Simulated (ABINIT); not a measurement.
# AlBiS3 (Pm-3m): zone-centre phonons, part 3 of 4

Which modes does AlBiS3 (Pm-3m) have at the zone centre?

ABINIT 10.8.3; DFT PBEsol, scalar-relativistic, plane waves, PseudoDojo norm-conserving pseudopotentials.

So far. Step 4 (Relaxing the cell and atoms): The volume changes by +0.9 % in this run and stands -2.7 % from the first cell. Step 6 (Zone-centre response): The acoustic modes at Γ come out as far as 1.6 cm⁻¹ from zero, where they should vanish, a small numerical error. The lowest optical mode is imaginary, 136i cm⁻¹, an instability at this level and on this k mesh. The relaxed cell has a = 4.613 Å (conventional setting).

The structure was built from a prototype and need not be the compound's stable phase.

## (7) Modes with the sum rule

anaddb reads the merged derivatives and imposes the acoustic sum rule.

The input, anaddb.abi:

```
ddb_filepath "gamma_DDB"
output_file "anaddb.abo"
outdata_prefix "anaddb"
asr 1
chneut 1
enunit 2
eivec 1
nph1l 1
qph1l 0.0 0.0 0.0 1.0
```

The input, mrgddb.in:

```
gamma_DDB
merged
2
dfpt_gammao_DDB
gso_DDB
```

On the command line:

```
$ mrgddb < mrgddb.in > mrgddb.log
$ OMP_NUM_THREADS=1 anaddb anaddb.abi > anaddb.log
```

anaddb.abo, the main output file:

```text
-outvars_anaddb: echo values of input variables ----------------------

 Miscellaneous information :
      enunit         2
       eivec         1
         asr         1
 First list of wavevector (reduced coord.) :
       nph1l         1
       qph1l
                     0.00000000E+00  0.00000000E+00  0.00000000E+00    1.000E+00

================================================================================

 read the DDB information and perform some checks

  ==== Info on the Cryst% object ====
 Real(R)+Recip(G) space primitive vectors, cartesian coordinates (Bohr,Bohr^-1):
 R(1)=  8.7166724  0.0000000  0.0000000  G(1)=  0.1147227  0.0000000  0.0000000
 R(2)=  0.0000000  8.7166724  0.0000000  G(2)=  0.0000000  0.1147227  0.0000000
 R(3)=  0.0000000  0.0000000  8.7166724  G(3)=  0.0000000  0.0000000  0.1147227
 Unit cell volume ucvol=  6.6229607E+02 bohr^3
 Angles (23,13,12)=  9.00000000E+01  9.00000000E+01  9.00000000E+01 degrees
 Time-reversal symmetry is present
 Reduced atomic positions [iatom, xred, symbol]:
    1)    0.0000000  0.0000000  0.0000000  Bi
    2)    0.5000000  0.5000000  0.5000000  Al
    3)    0.5000000  0.5000000  0.0000000   S
    4)    0.5000000  0.0000000  0.5000000   S
    5)    0.0000000  0.5000000  0.5000000   S

 DDB file with 3 blocks has been read.

================================================================================

 Treat the first list of vectors

  Phonon wavevector (reduced coordinates) :  0.00000  0.00000  0.00000
 Phonon energies in Hartree :
  -6.206323E-04 -6.206323E-04 -6.206323E-04 -5.431268E-04 -5.431268E-04
  -5.431268E-04 -2.610327E-08 -2.601555E-08 -2.575066E-08  4.737930E-04
   4.737930E-04  4.737930E-04  2.083531E-03  2.083531E-03  2.083531E-03
 Phonon energies in meV     :
- -1.688827E+01 -1.688827E+01 -1.688827E+01 -1.477923E+01 -1.477923E+01
- -1.477923E+01 -7.103063E-04 -7.079192E-04 -7.007112E-04  1.289257E+01
-  1.289257E+01  1.289257E+01  5.669577E+01  5.669577E+01  5.669577E+01
 Phonon frequencies in cm-1    :
- -1.362130E+02 -1.362130E+02 -1.362130E+02 -1.192025E+02 -1.192025E+02
- -1.192025E+02 -5.729006E-03 -5.709754E-03 -5.651617E-03  1.039856E+02
-  1.039856E+02  1.039856E+02  4.572822E+02  4.572822E+02  4.572822E+02
 Phonon frequencies in Thz     :
- -4.083564E+00 -4.083564E+00 -4.083564E+00 -3.573603E+00 -3.573603E+00
- -3.573603E+00 -1.717513E-04 -1.711741E-04 -1.694312E-04  3.117408E+00
-  3.117408E+00  3.117408E+00  1.370898E+01  1.370898E+01  1.370898E+01
 Phonon energies in Kelvin  :
- -1.959802E+02 -1.959802E+02 -1.959802E+02 -1.715059E+02 -1.715059E+02
- -1.715059E+02 -8.242762E-03 -8.215061E-03 -8.131416E-03  1.496120E+02
-  1.496120E+02  1.496120E+02  6.579271E+02  6.579271E+02  6.579271E+02

 Eigendisplacements
 (will be given, for each mode : in cartesian coordinates
   for each atom the real part of the displacement vector,
   then the imaginary part of the displacement vector - absolute values smaller than 1.0d-7 are set to zero)
  Mode number    1   Energy   -6.206323E-04
 Attention : low frequency mode.
   (Could be unstable or acoustic mode)
-  1  0.00000000E+00  0.00000000E+00 -8.57284546E-04
-     0.00000000E+00  0.00000000E+00  0.00000000E+00
-  2  0.00000000E+00  0.00000000E+00  5.44457169E-05
-     0.00000000E+00  0.00000000E+00  0.00000000E+00
-  3  0.00000000E+00  0.00000000E+00  6.69380907E-04
-     0.00000000E+00  0.00000000E+00  0.00000000E+00
-  4  0.00000000E+00  0.00000000E+00  2.43593369E-03
-     0.00000000E+00  0.00000000E+00  0.00000000E+00
-  5  0.00000000E+00  0.00000000E+00  2.43593369E-03
-     0.00000000E+00  0.00000000E+00  0.00000000E+00
  Mode number    2   Energy   -6.206323E-04
 Attention : low frequency mode.
   (Could be unstable or acoustic mode)
-  1  0.00000000E+00  8.57284546E-04  0.00000000E+00
-     0.00000000E+00  0.00000000E+00  0.00000000E+00
-  2  0.00000000E+00 -5.44457169E-05  0.00000000E+00
-     0.00000000E+00  0.00000000E+00  0.00000000E+00
-  3  0.00000000E+00 -2.43593369E-03  0.00000000E+00
-     0.00000000E+00  0.00000000E+00  0.00000000E+00
-  4  0.00000000E+00 -6.69380907E-04  0.00000000E+00
-     0.00000000E+00  0.00000000E+00  0.00000000E+00
-  5  0.00000000E+00 -2.43593369E-03  0.00000000E+00
-     0.00000000E+00  0.00000000E+00  0.00000000E+00
  Mode number    3   Energy   -6.206323E-04
 Attention : low frequency mode.
   (Could be unstable or acoustic mode)
-  1  8.57284546E-04  0.00000000E+00  0.00000000E+00
-     0.00000000E+00  0.00000000E+00  0.00000000E+00
-  2 -5.44457169E-05  0.00000000E+00  0.00000000E+00
-     0.00000000E+00  0.00000000E+00  0.00000000E+00
-  3 -2.43593369E-03  0.00000000E+00  0.00000000E+00
-     0.00000000E+00  0.00000000E+00  0.00000000E+00
-  4 -2.43593369E-03  0.00000000E+00  0.00000000E+00
-     0.00000000E+00  0.00000000E+00  0.00000000E+00
-  5 -6.69380907E-04  0.00000000E+00  0.00000000E+00
-     0.00000000E+00  0.00000000E+00  0.00000000E+00
  Mode number    4   Energy   -5.431268E-04
 Attention : low frequency mode.
   (Could be unstable or acoustic mode)
-  1  0.00000000E+00  0.00000000E+00  0.00000000E+00
-     0.00000000E+00  0.00000000E+00  0.00000000E+00
-  2  0.00000000E+00  0.00000000E+00  0.00000000E+00
-     0.00000000E+00  0.00000000E+00  0.00000000E+00
-  3  0.00000000E+00  0.00000000E+00  0.00000000E+00
-     0.00000000E+00  0.00000000E+00  0.00000000E+00
-  4  0.00000000E+00  0.00000000E+00 -2.92470830E-03
-     0.00000000E+00  0.00000000E+00  0.00000000E+00
-  5  0.00000000E+00  0.00000000E+00  2.92470830E-03
-     0.00000000E+00  0.00000000E+00  0.00000000E+00
  Mode number    5   Energy   -5.431268E-04
 Attention : low frequency mode.
   (Could be unstable or acoustic mode)
-  1  0.00000000E+00  0.00000000E+00  0.00000000E+00
-     0.00000000E+00  0.00000000E+00  0.00000000E+00
-  2  0.00000000E+00  0.00000000E+00  0.00000000E+00
-     0.00000000E+00  0.00000000E+00  0.00000000E+00
-  3  0.00000000E+00 -2.92470830E-03  0.00000000E+00
-     0.00000000E+00  0.00000000E+00  0.00000000E+00
-  4  0.00000000E+00  0.00000000E+00  0.00000000E+00
-     0.00000000E+00  0.00000000E+00  0.00000000E+00
-  5  0.00000000E+00  2.92470830E-03  0.00000000E+00
-     0.00000000E+00  0.00000000E+00  0.00000000E+00
  Mode number    6   Energy   -5.431268E-04
 Attention : low frequency mode.
   (Could be unstable or acoustic mode)
-  1  0.00000000E+00  0.00000000E+00  0.00000000E+00
-     0.00000000E+00  0.00000000E+00  0.00000000E+00
-  2  0.00000000E+00  0.00000000E+00  0.00000000E+00
-     0.00000000E+00  0.00000000E+00  0.00000000E+00
-  3  2.92470830E-03  0.00000000E+00  0.00000000E+00
-     0.00000000E+00  0.00000000E+00  0.00000000E+00
-  4 -2.92470830E-03  0.00000000E+00  0.00000000E+00
-     0.00000000E+00  0.00000000E+00  0.00000000E+00
-  5  0.00000000E+00  0.00000000E+00  0.00000000E+00
-     0.00000000E+00  0.00000000E+00  0.00000000E+00
  Mode number    7   Energy   -2.610327E-08
 Attention : low frequency mode.
   (Could be unstable or acoustic mode)
-  1  0.00000000E+00  0.00000000E+00 -1.28515308E-03
-     0.00000000E+00  0.00000000E+00  0.00000000E+00
-  2  0.00000000E+00  0.00000000E+00 -1.28494241E-03
-     0.00000000E+00  0.00000000E+00  0.00000000E+00
-  3  0.00000000E+00  0.00000000E+00 -1.28501047E-03
-     0.00000000E+00  0.00000000E+00  0.00000000E+00
-  4  0.00000000E+00  0.00000000E+00 -1.28518243E-03
-     0.00000000E+00  0.00000000E+00  0.00000000E+00
-  5  0.00000000E+00  0.00000000E+00 -1.28518243E-03
-     0.00000000E+00  0.00000000E+00  0.00000000E+00
  Mode number    8   Energy   -2.601555E-08
 Attention : low frequency mode.
   (Could be unstable or acoustic mode)
-  1  0.00000000E+00 -1.28515308E-03  0.00000000E+00
-     0.00000000E+00  0.00000000E+00  0.00000000E+00
-  2  0.00000000E+00 -1.28494240E-03  0.00000000E+00
-     0.00000000E+00  0.00000000E+00  0.00000000E+00
-  3  0.00000000E+00 -1.28518243E-03  0.00000000E+00
-     0.00000000E+00  0.00000000E+00  0.00000000E+00
-  4  0.00000000E+00 -1.28501047E-03  0.00000000E+00
-     0.00000000E+00  0.00000000E+00  0.00000000E+00
-  5  0.00000000E+00 -1.28518243E-03  0.00000000E+00
-     0.00000000E+00  0.00000000E+00  0.00000000E+00
  Mode number    9   Energy   -2.575066E-08
 Attention : low frequency mode.
   (Could be unstable or acoustic mode)
-  1  1.28515308E-03  0.00000000E+00  0.00000000E+00
-     0.00000000E+00  0.00000000E+00  0.00000000E+00
-  2  1.28494240E-03  0.00000000E+00  0.00000000E+00
-     0.00000000E+00  0.00000000E+00  0.00000000E+00
-  3  1.28518243E-03  0.00000000E+00  0.00000000E+00
-     0.00000000E+00  0.00000000E+00  0.00000000E+00
-  4  1.28518243E-03  0.00000000E+00  0.00000000E+00
-     0.00000000E+00  0.00000000E+00  0.00000000E+00
-  5  1.28501047E-03  0.00000000E+00  0.00000000E+00
-     0.00000000E+00  0.00000000E+00  0.00000000E+00
  Mode number   10   Energy    4.737930E-04
-  1  0.00000000E+00  0.00000000E+00 -4.88286168E-04
-     0.00000000E+00  0.00000000E+00  0.00000000E+00
-  2  0.00000000E+00  0.00000000E+00  3.32714045E-03
-     0.00000000E+00  0.00000000E+00  0.00000000E+00
-  3  0.00000000E+00  0.00000000E+00  2.15928751E-03
-     0.00000000E+00  0.00000000E+00  0.00000000E+00
-  4  0.00000000E+00  0.00000000E+00 -8.87936736E-04
-     0.00000000E+00  0.00000000E+00  0.00000000E+00
-  5  0.00000000E+00  0.00000000E+00 -8.87936736E-04
-     0.00000000E+00  0.00000000E+00  0.00000000E+00
  Mode number   11   Energy    4.737930E-04
-  1  0.00000000E+00  4.88286167E-04  0.00000000E+00
-     0.00000000E+00  0.00000000E+00  0.00000000E+00
-  2 -2.09681510E-07 -3.32714044E-03  0.00000000E+00
-     0.00000000E+00  0.00000000E+00  0.00000000E+00
-  3  0.00000000E+00  8.87936734E-04  0.00000000E+00
-     0.00000000E+00  0.00000000E+00  0.00000000E+00
-  4  0.00000000E+00 -2.15928751E-03  0.00000000E+00
-     0.00000000E+00  0.00000000E+00  0.00000000E+00
-  5 -1.36081621E-07  8.87936734E-04  0.00000000E+00
-     0.00000000E+00  0.00000000E+00  0.00000000E+00
  Mode number   12   Energy    4.737930E-04
-  1  4.88286167E-04  0.00000000E+00  0.00000000E+00
-     0.00000000E+00  0.00000000E+00  0.00000000E+00
-  2 -3.32714044E-03  2.09681679E-07  0.00000000E+00
-     0.00000000E+00  0.00000000E+00  0.00000000E+00
-  3  8.87936734E-04  0.00000000E+00  0.00000000E+00
-     0.00000000E+00  0.00000000E+00  0.00000000E+00
-  4  8.87936734E-04  1.36081731E-07  0.00000000E+00
-     0.00000000E+00  0.00000000E+00  0.00000000E+00
-  5 -2.15928751E-03  0.00000000E+00  0.00000000E+00
-     0.00000000E+00  0.00000000E+00  0.00000000E+00
  Mode number   13   Energy    2.083531E-03
-  1  0.00000000E+00  0.00000000E+00  7.22365965E-06
-     0.00000000E+00  0.00000000E+00  0.00000000E+00
-  2  0.00000000E+00  0.00000000E+00  2.75821883E-03
-     0.00000000E+00  0.00000000E+00  0.00000000E+00
-  3  0.00000000E+00  0.00000000E+00 -3.21651861E-03
-     0.00000000E+00  0.00000000E+00  0.00000000E+00
-  4  0.00000000E+00  0.00000000E+00  4.24287823E-04
-     0.00000000E+00  0.00000000E+00  0.00000000E+00
-  5  0.00000000E+00  0.00000000E+00  4.24287823E-04
-     0.00000000E+00  0.00000000E+00  0.00000000E+00
  Mode number   14   Energy    2.083531E-03
-  1  0.00000000E+00  7.22365965E-06  0.00000000E+00
-     0.00000000E+00  0.00000000E+00  0.00000000E+00
-  2  0.00000000E+00  2.75821883E-03  0.00000000E+00
-     0.00000000E+00  0.00000000E+00  0.00000000E+00
-  3  0.00000000E+00  4.24287823E-04  0.00000000E+00
-     0.00000000E+00  0.00000000E+00  0.00000000E+00
-  4  0.00000000E+00 -3.21651861E-03  0.00000000E+00
-     0.00000000E+00  0.00000000E+00  0.00000000E+00
-  5  0.00000000E+00  4.24287823E-04  0.00000000E+00
-     0.00000000E+00  0.00000000E+00  0.00000000E+00
  Mode number   15   Energy    2.083531E-03
-  1  7.22365965E-06  0.00000000E+00  0.00000000E+00
-     0.00000000E+00  0.00000000E+00  0.00000000E+00
-  2  2.75821883E-03  0.00000000E+00  0.00000000E+00
-     0.00000000E+00  0.00000000E+00  0.00000000E+00
-  3  4.24287823E-04  0.00000000E+00  0.00000000E+00
-     0.00000000E+00  0.00000000E+00  0.00000000E+00
-  4  4.24287823E-04  0.00000000E+00  0.00000000E+00
-     0.00000000E+00  0.00000000E+00  0.00000000E+00
-  5 -3.21651861E-03  0.00000000E+00  0.00000000E+00
-     0.00000000E+00  0.00000000E+00  0.00000000E+00

 Analysis of degeneracies and characters (maximum tolerance=1.00E-06 a.u.)
 For each vibration mode, or group of modes if degenerate,
 the characters are given for each symmetry operation (see the list in the log file).
 Symmetry characters of vibration mode #   1
       degenerate with vibration modes #   2 to    3
  3.0 -3.0 -1.0  1.0 -1.0  1.0 -1.0  1.0  1.0 -1.0 -1.0  1.0  1.0 -1.0 -1.0  1.0
  0.0 -0.0  0.0 -0.0 -0.0  0.0 -0.0  0.0  1.0 -1.0 -1.0  1.0 -1.0  1.0  1.0 -1.0
  0.0 -0.0 -0.0  0.0 -0.0  0.0  0.0 -0.0  1.0 -1.0  1.0 -1.0 -1.0  1.0 -1.0  1.0
 Symmetry characters of vibration mode #   4
       degenerate with vibration modes #   5 to    6
  3.0 -3.0 -1.0  1.0 -1.0  1.0 -1.0  1.0 -1.0  1.0  1.0 -1.0 -1.0  1.0  1.0 -1.0
 -0.0  0.0 -0.0  0.0  0.0 -0.0  0.0 -0.0 -1.0  1.0  1.0 -1.0  1.0 -1.0 -1.0  1.0
 -0.0  0.0  0.0 -0.0  0.0 -0.0 -0.0  0.0 -1.0  1.0 -1.0  1.0  1.0 -1.0  1.0 -1.0
 Symmetry characters of vibration mode #   7
       degenerate with vibration modes #   8 to    9
  3.0 -3.0 -1.0  1.0 -1.0  1.0 -1.0  1.0  1.0 -1.0 -1.0  1.0  1.0 -1.0 -1.0  1.0
 -0.0  0.0 -0.0  0.0  0.0 -0.0  0.0 -0.0  1.0 -1.0 -1.0  1.0 -1.0  1.0  1.0 -1.0
 -0.0  0.0  0.0 -0.0  0.0 -0.0 -0.0  0.0  1.0 -1.0  1.0 -1.0 -1.0  1.0 -1.0  1.0
 Symmetry characters of vibration mode #  10
       degenerate with vibration modes #  11 to   12
  3.0 -3.0 -1.0  1.0 -1.0  1.0 -1.0  1.0  1.0 -1.0 -1.0  1.0  1.0 -1.0 -1.0  1.0
  0.0 -0.0  0.0 -0.0 -0.0  0.0 -0.0  0.0  1.0 -1.0 -1.0  1.0 -1.0  1.0  1.0 -1.0
  0.0 -0.0 -0.0  0.0 -0.0  0.0  0.0 -0.0  1.0 -1.0  1.0 -1.0 -1.0  1.0 -1.0  1.0
 Symmetry characters of vibration mode #  13
       degenerate with vibration modes #  14 to   15
  3.0 -3.0 -1.0  1.0 -1.0  1.0 -1.0  1.0  1.0 -1.0 -1.0  1.0  1.0 -1.0 -1.0  1.0
  0.0 -0.0  0.0 -0.0 -0.0  0.0 -0.0  0.0  1.0 -1.0 -1.0  1.0 -1.0  1.0  1.0 -1.0
  0.0 -0.0 -0.0  0.0 -0.0  0.0  0.0 -0.0  1.0 -1.0  1.0 -1.0 -1.0  1.0 -1.0  1.0
-
```

Run time: 0.5 s. Hardware: 1 thread of Arm Neoverse V1, shared host.

Numbers from this step:

```yaml
highest_optical_zone_centre_mode_no_lo_to_term: 457.3 cm⁻¹
lowest_optical_zone_centre_mode: -136.2 cm⁻¹
```

No LO-TO term; unit eigenvectors of the mass-weighted matrix, from anaddb's displacements. The modes at Γ (shares of kinetic energy by element, %) (negative means imaginary):

| mode | frequency (cm⁻¹) | symmetry | Bi % | Al % | S % |
| --- | --- | --- | --- | --- | --- |
| 1 | -136.2 | T1u | 28 | 0 | 72 |
| 2 | -136.2 | T1u | 28 | 0 | 72 |
| 3 | -136.2 | T1u | 28 | 0 | 72 |
| 4 | -119.2 | T2u | 0 | 0 | 100 |
| 5 | -119.2 | T2u | 0 | 0 | 100 |
| 6 | -119.2 | T2u | 0 | 0 | 100 |
| 7 | 0.0 | acoustic | 63 | 8 | 29 |
| 8 | 0.0 | acoustic | 63 | 8 | 29 |
| 9 | 0.0 | acoustic | 63 | 8 | 29 |
| 10 | 104.0 | T1u | 9 | 54 | 36 |
| 11 | 104.0 | T1u | 9 | 54 | 36 |
| 12 | 104.0 | T1u | 9 | 54 | 36 |
| 13 | 457.3 | T1u | 0 | 37 | 63 |
| 14 | 457.3 | T1u | 0 | 37 | 63 |
| 15 | 457.3 | T1u | 0 | 37 | 63 |

Displacements in mode 1 (-136.2 cm⁻¹), the largest set to 1:
```
Bi1  0.00  0.00 -0.35
Al2  0.00  0.00  0.02
S3   0.00  0.00  0.27
S4   0.00  0.00  1.00
S5   0.00  0.00  1.00
```

Displacements in mode 13 (457.3 cm⁻¹), the largest set to 1:
```
Bi1  0.00  0.00  0.00
Al2  0.00  0.00  0.86
S3   0.00  0.00 -1.00
S4   0.00  0.00  0.13
S5   0.00  0.00  0.13
```

The rule moves no optical mode by more than 0.2 cm⁻¹.

[end of part 3 of 4]

[Host names and launcher messages were left out of these logs when they were recorded.]

[Logs are printed without paths, hosts, clocks, repeated set-up lines and the standing remarks that a program may print on its own settings, such as how far it seeks lower states.]

[Hosts, paths, dates, database ids (printed as entryN), source tags and the programs' standing remarks are cut or masked in the printed files.]
